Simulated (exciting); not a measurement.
# Electron–core-hole interaction in the Sr L₃ spectrum of SrCl2, part 3 of 3

Wanted: the near-edge spectrum and the bound core excitons at the Sr L₃ edge of SrCl2.

exciting sodium; X-ray absorption, core-level Bethe-Salpeter equation, exchange and statically screened direct term, Tamm-Dancoff, all-electron LAPW+lo PBE.

So far. Step 6 (Exchange alone): Maxima (height): 2.6 eV (0.46), 8.3 eV (0.20), 10.5 eV (0.14) and 15.6 eV (0.19). The spectrum is that of the independent-particle run within 1 %. Step 7 (Direct term alone): Maxima (height): -3.1 eV (1.00) and 13.7 eV (0.12). The spectrum is that of the singlet run within 1 %.

### 9. Coarser mesh

Changed against the first singlet run: k mesh from 3×3×3 to 2×2×2.

Input file input.xml:

```
<input>
  <title>SrCl2</title>
  <structure speciespath="." autormt="false" epslat="1.0e-5">
    <crystal>
      <basevect>0.0000000000 6.5920261256 6.5920261256</basevect>
      <basevect>6.5920261256 0.0000000000 6.5920261256</basevect>
      <basevect>6.5920261256 6.5920261256 0.0000000000</basevect>
    </crystal>
    <species speciesfile="Sr.xml" rmt="2.464">
      <atom coord="0.0000000000 0.0000000000 0.0000000000"/>
    </species>
    <species speciesfile="Cl.xml" rmt="2.300">
      <atom coord="0.7500000000 0.7500000000 0.7500000000"/>
      <atom coord="0.2500000000 0.2500000000 0.2500000000"/>
    </species>
  </structure>
  <groundstate do="skip" xctype="GGA_PBE" ngridk="3 3 3" rgkmax="7" gmaxvr="14" nempty="8" swidth="0.001" maxscl="100" epsengy="1e-5"/>
  <xs xstype="BSE" ngridk="2 2 2" ngridq="2 2 2" vkloff="0.097 0.273 0.493" rgkmax="7" nempty="39" gqmax="3" lmaxapwwf="5" lmaxemat="3" broad="0.02536" tevout="true">
    <energywindow intv="69.077 70.694" points="439"/>
    <screening screentype="full" nempty="63"/>
    <BSE xas="true" xasspecies="1" xasatom="1" xasedge="L3" bsetype="singlet" nstlxas="1 35"/>
    <qpointset>
      <qpoint>0 0 0</qpoint>
    </qpointset>
    <plan>
      <doonly task="xsgeneigvec"/>
      <doonly task="writepmatxs"/>
      <doonly task="scrgeneigvec"/>
      <doonly task="scrwritepmat"/>
      <doonly task="screen"/>
      <doonly task="scrcoulint"/>
    </plan>
  </xs>
</input>
```

Input file input.xml for the exchange start (cutoff and plan only):

```
  gqmax="2"
  <plan>
    <doonly task="exccoulint"/>
  </plan>
```

Input file input.xml for the last start (plan only):

```
  <plan>
    <doonly task="bse"/>
  </plan>
```

Started as:

```bash
$ OMP_NUM_THREADS=1 mpirun -n 4 exciting
$ OMP_NUM_THREADS=1 mpirun -n 4 exciting
$ OMP_NUM_THREADS=4 exciting
```

Numbers of over 12 decimals in the logs are rounded to 6 here.

The log of the run:

```text
| EXCITING SODIUM started for task xsgeneigvec ( 301)                          =
One-shot GS runs for BSE calculations
One-shot GS runs for k+qmt/2 grids
Info(xsgeneigvec): Generating eigenvectors for Q-point      1
Info(xsgeneigvec): Generation of eigenvectors finished
| EXCITING SODIUM started for task writepmatxs ( 320)                          =
Info(writepmatxs): Momentum matrix elements finished
| EXCITING SODIUM started for task scrgeneigvec ( 401)                         =
One-shot GS runs for BSE calculations
One-shot GS runs for k+qmt/2 grids
[...]
Info(setup_bse_block): Setting up RR part of hamiltonian
Info(setup_bse_block): Singlet spin state
Info(bse): Diagonalizing RR Hamiltonian (TDA)
Info(bse): Invoking Lapack routine ZHEEVR
      1120 eigen solutions found in the interval:
         i1=       1 i2=    1120
Info(bse): Writing excition energies and oscillator strengths to text file.
Info(makespectrum_dist): Making spectrum using formula for coupling with time reversed AR basis.
Info(makespectrum_dist): Using formalism for vanishing momentum transfer.
Info(writederived): Writing quantities derived from the macroscopic dielectric function.
Info(bselauncher): Spectrum finished for iqmt=  1
Info(bselauncher): All done for BSE type singlet
```

Wall time 99 s (4 MPI ranks of Arm Neoverse V2, shared host).

These settings are cheaper. The spectrum differs from the singlet run by 5 % r.m.s. The first bright state moves from -3.83 to -3.76 eV. The lowest bare transition of this run lies at 0.59 eV, against 0.26. A coarse mesh samples few band energies, and it inflates the long-range part of the attraction.

| E (eV) | first run | this run |
| --- | --- | --- |
| -8.0 | 0.03 | 0.03 |
| -7.0 | 0.05 | 0.04 |
| -6.0 | 0.09 | 0.08 |
| -5.0 | 0.21 | 0.19 |
| -4.0 | 0.71 | 0.66 |
| -3.0 | 0.98 | 1.00 |
| -2.0 | 0.33 | 0.36 |
| -1.0 | 0.14 | 0.15 |
| 0.0 | 0.09 | 0.10 |
| 1.0 | 0.08 | 0.08 |
| 2.0 | 0.07 | 0.07 |
| 3.0 | 0.08 | 0.08 |
| 4.0 | 0.09 | 0.09 |
| 5.0 | 0.10 | 0.10 |
| 6.0 | 0.09 | 0.08 |
| 7.0 | 0.07 | 0.07 |
| 8.0 | 0.09 | 0.09 |
| 9.0 | 0.09 | 0.09 |
| 10.0 | 0.06 | 0.07 |
| 11.0 | 0.06 | 0.06 |
| 12.0 | 0.06 | 0.06 |
| 13.0 | 0.09 | 0.10 |
| 14.0 | 0.11 | 0.11 |
| 15.0 | 0.07 | 0.06 |
| 16.0 | 0.05 | 0.06 |
| 17.0 | 0.06 | 0.05 |
| 18.0 | 0.05 | 0.05 |
| 19.0 | 0.06 | 0.06 |

### 10. The levels of theory side by side

| level | curve passes 0.15 (eV) | highest maximum (eV) | its height |
| --- | --- | --- | --- |
| IP | 0.3 | 2.6 | 0.46 |
| RPA | 0.3 | 2.6 | 0.46 |
| direct only | -5.3 | -3.1 | 1.00 |
| singlet | -5.3 | -3.1 | 1.00 |

| E (eV) | IP | RPA | direct only | singlet |
| --- | --- | --- | --- | --- |
| -8.0 | 0.01 | 0.01 | 0.03 | 0.03 |
| -7.0 | 0.01 | 0.01 | 0.05 | 0.05 |
| -6.0 | 0.01 | 0.01 | 0.09 | 0.09 |
| -5.0 | 0.01 | 0.01 | 0.21 | 0.21 |
| -4.0 | 0.01 | 0.01 | 0.72 | 0.71 |
| -3.0 | 0.02 | 0.02 | 0.98 | 0.98 |
| -2.0 | 0.03 | 0.03 | 0.33 | 0.33 |
| -1.0 | 0.05 | 0.05 | 0.14 | 0.14 |
| 0.0 | 0.11 | 0.11 | 0.09 | 0.09 |
| 1.0 | 0.29 | 0.29 | 0.08 | 0.08 |
| 2.0 | 0.44 | 0.44 | 0.07 | 0.07 |
| 3.0 | 0.44 | 0.44 | 0.08 | 0.08 |
| 4.0 | 0.27 | 0.27 | 0.09 | 0.09 |
| 5.0 | 0.18 | 0.18 | 0.10 | 0.10 |
| 6.0 | 0.15 | 0.15 | 0.09 | 0.09 |
| 7.0 | 0.16 | 0.16 | 0.07 | 0.07 |
| 8.0 | 0.19 | 0.19 | 0.09 | 0.09 |
| 9.0 | 0.16 | 0.16 | 0.09 | 0.09 |
| 10.0 | 0.14 | 0.14 | 0.06 | 0.06 |
| 11.0 | 0.14 | 0.14 | 0.06 | 0.06 |
| 12.0 | 0.11 | 0.11 | 0.06 | 0.06 |
| 13.0 | 0.10 | 0.10 | 0.09 | 0.09 |
| 14.0 | 0.09 | 0.09 | 0.11 | 0.11 |
| 15.0 | 0.16 | 0.16 | 0.07 | 0.07 |
| 16.0 | 0.17 | 0.17 | 0.05 | 0.05 |
| 17.0 | 0.11 | 0.11 | 0.06 | 0.06 |
| 18.0 | 0.11 | 0.11 | 0.05 | 0.05 |
| 19.0 | 0.10 | 0.10 | 0.06 | 0.06 |

### 11. What came out

```yaml
absorber_and_edge: Sr L₃, atom 1
surroundings: 8 Cl at 3.02 Å (cubic, site symmetry m-3m)
first_bright_state: -3.83 eV from the Kohn–Sham onset, on this mesh
highest_maximum: -3.1 eV
cost_of_the_bse_run: 6.1 min on 4 MPI ranks of Arm Neoverse V2, shared host; the last task ran on as many threads
```

Is a core exciton bound? Yes on this mesh: the first bright state (over 5 % of the brightest) lies at -3.83 eV from the Kohn–Sham onset and at -4.09 eV from the lowest bare transition of its own mesh. Changing the cutoff of the screened term (bohr⁻¹) from 3 to 4 alters the spectrum by 7 % r.m.s. Exchange alone changes the independent-particle spectrum by 0.1 % r.m.s. Leaving exchange out of the full kernel changes the spectrum by 0.2 % r.m.s. Binding energies aren't converged on 27 k points, and fine structure above the first lines is partly noise of the mesh. Exchange and the short-range direct term aren't converged in the kernel cutoff. The zero comes from the unshifted 3×3×3 ground-state mesh; it is exact only where the band minimum lies on that mesh. The conduction states carry no spin here, so the exchange coupling to the spinor core hole is only partly held. This core level is treated alone, with no coupling to its spin–orbit partner. The Kohn–Sham onset, 1892 eV, is no photon energy (tabulated edge of the element: 1940 eV): the scale needs a rigid shift. Bands and screening come from semilocal DFT, whose small gap overscreens. Vibrations and energy-dependent lifetimes are left out. The structure is a published determination, not relaxed.

[Banner, clock and machine lines of the logs are left out without a mark of their own.]

[Logs are printed without paths, hosts, clocks, repeated set-up lines and the standing remarks that a program may print on its own settings, such as how far it seeks lower states.]

[Hosts, paths, dates, database ids (printed as entryN), source tags and the programs' standing remarks are cut or masked in the printed files.]
